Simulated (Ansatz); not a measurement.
# Tc of WC (P-6m2) from its phonons, part 2 of 2

What Tc do the phonons of WC (P-6m2) give, and how does it depend on μ*? The cell shown first is a relaxed one, from steps not shown here.

Ansatz 0.2.0; DFT PBE, scalar-relativistic, plane waves, PAW; PAW set soft_1.

So far, log mean phonon energy ħω_log (meV): step 2 (coupling and resistivity: q 3×3×3, k 12×12×9, scattering …) 39.3; step 3 (k-mesh 12×12×12, scattering mesh 24×24×20, q mesh 6×6×4) 40.9.

### 4. Electron–phonon run: q 6×6×4, k 18×18×20, scattering 30×30×24

The next rung changes the k mesh of the density and its response; the scattering mesh, which samples the Fermi surface.

Input file input.yaml:

```yaml
crystal:
  lattice:
    - [2.9218771995, 0.0, 0.0]
    - [-1.4609385998, 2.5304198815, 0.0]
    - [0.0, 0.0, 2.8478469372]
  atoms:
    - { symbol: W, position: [0.0, 0.0, 0.0] }
    - { symbol: C, position: [0.6666666667, 0.3333333333, 0.5] }
kpoints:
  mp_grid: { grid: [18, 18, 20] }
hamiltonian:
  xc: pbe
  pseudopotentials: { kind: paw, azcp: { folder: soft_1 } }
scf:
  occupations: { method: methfessel_paxton, width: 0.2 }
output:
  eigenvalues: true
phonons:
  method: dfpt
  qmesh: [6, 6, 4]
  temperatures: { t_max: 1000, t_step: 50 }
  qpath:
    path:
      - [[0.0, 0.0, 0.0], [0.5, 0.0, 0.0], [0.33333333, 0.33333333, 0.0], [0.0, 0.0, 0.0], [0.0, 0.0, 0.5], [0.5, 0.0, 0.5], [0.33333333, 0.33333333, 0.5], [0.0, 0.0, 0.5]]
      - [[0.5, 0.0, 0.5], [0.5, 0.0, 0.0]]
    npoints: 6
  electrical_resistivity:
    mesh: [30, 30, 24]
    temperatures: [20.0, 50.0, 80.0, 100.0, 150.0, 200.0, 273.0, 300.0, 400.0, 500.0, 600.0, 800.0]
  superconductivity: { mesh: [30, 30, 24] }
```

Command:

```bash
> ansatz run input.yaml --threads 16 --pin off --max-ram 92160MiB --backend cuda --events-out ev --progress --plain --runs-dir out --max-vram 78GiB
```

Numbers of over 12 decimals in the logs are rounded to 6 here.

What it wrote:

```text
[...]
Crystal: 2 atoms, lattice volume = 21.056 Å³
Basis set: ecut = 420 eV, 405 PW (Γ), exchange–correlation on 40×40×40 points (8 copies of the dense FFT grid, shifted against one another)
Bands: 13, of which v1, the nominal top of the filled ones, is band 9 counted from 1 (8 counted from 0)
Symmetry: 12 space group operations
k-points: 407 of 6480 (time reversal used)
[...]
SCF iter   1: F=—  HF=-10638.470340 eV  |F-HF|=—  |Δ(HF+E_count)|=         —  Δρ=1.36e-1  dr2=5.31e0  ethr=3.10e-3  ⟨swp⟩=5.0  Hψ=27467  notcnv=0
[...]
SCF iter   2: F=—  HF=-10637.830548 eV  |F-HF|=—  |Δ(HF+E_count)|=   6.40e-1  S|Δr|=    0.00e0  Δρ=9.59e-2  dr2=2.73e0  ethr=3.10e-3  ⟨swp⟩=2.0  Hψ=10142  notcnv=0
[...]
SCF iter   9: F=-10637.157125 eV  HF=-10637.157125 eV  |F-HF|=7.28e-12  |Δ(HF+E_count)|=  9.09e-12  S|Δr|=    0.00e0  Δρ=5.35e-8  dr2=2.45e-13  ethr=1.00e-12  ⟨swp⟩=5.6  Hψ=21349  notcnv=0
SCF 1 converged in 9 iterations: F = -10637.157125 eV  dr2 = 2.45e-13
[...]
SCF iter   2: F=-10637.157125 eV  HF=-10637.157125 eV  |F-HF|=0.00e0  |Δ(HF+E_count)|=  1.58e-10  S|Δr|=    0.00e0  Δρ=6.50e-8  dr2=8.52e-13  ethr=1.00e-12  ⟨swp⟩=5.1  Hψ=19165  notcnv=0
SCF 2 converged in 2 iterations: F = -10637.157125 eV  dr2 = 8.52e-13
[...]
SCF 3 converged in 9 iterations: F = -10637.157125 eV  dr2 = 2.59e-13
[...]
SCF converged after 9 iterations
[...]
vibrations of 144 cells: unjudged by the run; compare a larger repeat
[...]
--- Superconductivity: potentials and phonons of a 6×6×4 supercell ---
           mesh         λ    ħω_log (meV)  μ* declared at (meV)
       30×30×24    0.1569          41.689               57.458
       15×15×12    0.1404          38.686               55.312
  λ by the species' shares of the modes' patterns: W 0.0700, C 0.0869
[...]
0.08      0.000         0.000    none_found    none_found    none_found    none_found     none_found
      0.10      0.000         0.000    none_found    none_found    none_found    none_found     none_found
      0.12      0.000         0.000    none_found    none_found    none_found    none_found     none_found
      0.13      0.000         0.000    none_found    none_found    none_found    none_found     none_found
      0.14      0.000         0.000    none_found    none_found    none_found    none_found     none_found
      0.16          -             -    none_found    none_found    none_found    none_found     none_found
      0.20          -             -    none_found    none_found    none_found    none_found     none_found
  none_found: no transition down to 0.1 K
[...]
vibrations of 144 cells: unjudged by the run; compare a larger repeat
[...]
```

Elapsed: 75 s, on 1 × NVIDIA GB200 with 16 threads of Arm Neoverse V2, shared host; peak memory 6.2 GiB.

Numbers from this step:

```
zero-point energy                                 : 0.1542 eV/cell
highest frequency, solved or plainly interpolated : 734.7 cm⁻¹
Debye temperature (second moment)                 : 871 K
resistivity at 300 K                              : 12.37 μΩ cm, mean of the axes
coupling constant λ                               : 0.1569
density of states at the Fermi level              : 0.1517 states/eV a spin and cell
log mean phonon energy ħω_log                     : 41.69 meV
transport coupling constant λ_tr                  : 0.1631, 0.1631, 0.1551 (xx, yy, zz)
Drude plasma energy                               : 3.202, 3.202, 3.126 eV (xx, yy, zz)
resistivity times mean free path                  : 24.94, 24.94, 29.41 × 10⁻¹⁶ Ω m² (xx, yy, zz)
second-moment phonon energy ħω₂                   : 57.46 meV
coupling λ by branch                              : 0.0231, 0.0275, 0.0194, 0.0519, 0.0175, 0.0174 (branches by rank of frequency)
```

An empty cell: under 1 mK by a formula, or no transition down to the floor of the Eliashberg search. Transition temperatures:

```
  μ*  McMillan Tc (K)  Allen–Dynes Tc (K)
0.08                -                   -
 0.1                -                   -
0.12                -                   -
0.13                -                   -
0.14                -                   -
0.16                -                   -
 0.2                -                   -
```

The Eliashberg function α²F has structure finer than the step of the table below, so its rows give means over 2.5 meV, whole bins alone (the curve runs from 0.357 to 91.0 meV). Peaks (meV: height): α²F 26.05: 0.112, 66.02: 0.187, 74.58: 0.313, 77.44: 0.203, 84.57: 0.209; α²F tr 26.05: 0.151, 29.62: 0.0766, 64.59: 0.165, 73.15: 0.291, 74.58: 0.311, 77.44: 0.267, 84.57: 0.181.

Eliashberg function α²F against phonon energy; means over each step:

```
phonon energy (meV)      α²F   α²F tr
                2.5   4.2e-4   5.7e-5
                5.0  0.00205   8.8e-4
                7.5  0.00395  0.00291
               10.0  0.00502  0.00419
               12.5  0.00562  0.00465
               15.0  0.00682  0.00554
               17.5   0.0101  0.00836
               20.0   0.0188   0.0168
               22.5   0.0503   0.0540
               25.0   0.0945    0.106
               27.5   0.0609   0.0850
               30.0   0.0427   0.0520
               32.5   0.0112   0.0128
               35.0   7.9e-4   9.5e-4
               37.5        0        0
               40.0        0        0
               42.5        0        0
               45.0        0        0
               47.5        0        0
               50.0        0        0
               52.5        0        0
               55.0        0        0
               57.5        0        0
               60.0        0        0
               62.5   0.0189   0.0192
               65.0    0.177    0.141
               67.5    0.135   0.0919
               70.0   0.0679   0.0608
               72.5    0.152    0.165
               75.0    0.210    0.215
               77.5    0.164    0.211
               80.0    0.105    0.123
               82.5    0.103    0.115
               85.0    0.139    0.124
               87.5   0.0127   0.0125
```

The Eliashberg function α²F has structure finer than the step of the table below, so its rows give means over 2.5 meV, whole bins alone (the curve runs from 0.357 to 91.0 meV). Peaks (meV: height): α²F 26.05: 0.112, 66.02: 0.187, 74.58: 0.313, 77.44: 0.203, 84.57: 0.209; W 26.05: 0.111, 29.62: 0.0584; C 65.30: 0.185, 74.58: 0.306, 77.44: 0.201, 84.57: 0.208.

The Eliashberg function α²F by phonon energy; means over each step:

```
phonon energy (meV)      α²F        W       C
                2.5   4.2e-4   4.2e-4  1.1e-5
                5.0  0.00205  0.00195  1.2e-4
                7.5  0.00395  0.00371  2.4e-4
               10.0  0.00502  0.00475  3.0e-4
               12.5  0.00562  0.00532  3.0e-4
               15.0  0.00682  0.00647  3.0e-4
               17.5   0.0101  0.00971  4.0e-4
               20.0   0.0188   0.0183  5.2e-4
               22.5   0.0503   0.0496  6.7e-4
               25.0   0.0945   0.0937  7.7e-4
               27.5   0.0609   0.0604  4.9e-4
               30.0   0.0427   0.0425  2.2e-4
               32.5   0.0112   0.0111  4.5e-5
               35.0   7.9e-4   7.9e-4       0
               37.5        0        0       0
               40.0        0        0       0
               42.5        0        0       0
               45.0        0        0       0
               47.5        0        0       0
               50.0        0        0       0
               52.5        0        0       0
               55.0        0        0       0
               57.5        0        0       0
               60.0        0        0       0
               62.5   0.0189   3.5e-5  0.0189
               65.0    0.177  0.00111   0.175
               67.5    0.135  0.00204   0.133
               70.0   0.0679  0.00200  0.0659
               72.5    0.152  0.00464   0.147
               75.0    0.210  0.00462   0.206
               77.5    0.164  0.00197   0.163
               80.0    0.105  0.00106   0.104
               82.5    0.103   6.1e-4   0.102
               85.0    0.139   7.9e-4   0.138
               87.5   0.0127   1.4e-4  0.0125
```

### 5. What came out

```json
{
  "meshes": "q 6×6×4, k 18×18×20, scattering 30×30×24",
  "coupling constant λ": "0.157",
  "log mean phonon energy ħω_log": "41.7 meV"
}
```

What this shows: In the last run (PBE, q 6×6×4, k 18×18×20, scattering 30×30×24), with λ = 0.16 and ħω_log = 41.7 meV, Tc at μ* = 0.13 is under 1 mK by the formulas. In that run Allen and Dynes's formula gives no transition above 0.05 K at μ* = 0.10 or more. By the run's own test λ is not converged in the fine mesh: it moves by 10 % between the two finest, and by up to 15 % in the other runs. The run's transport test calls it not converged in the mesh; ρ(300 K) moves by 41 % in the component that moves most. Over the runs, λ takes the values 0.146, 0.148 and 0.157, in the order shown. No spin–orbit coupling, which matters for W. μ* is a typed number, phonons are harmonic, and spin fluctuations are left out; with λ this near or under μ*(1 + 0.62 λ), the formulas give Tc only to its order of magnitude, or none.

[Logs are printed without paths, hosts, clocks, repeated set-up lines and the standing remarks that a program may print on its own settings, such as how far it seeks lower states.]

[Hosts, paths, dates, database ids (printed as entryN), source tags and the programs' standing remarks are cut or masked in the printed files.]
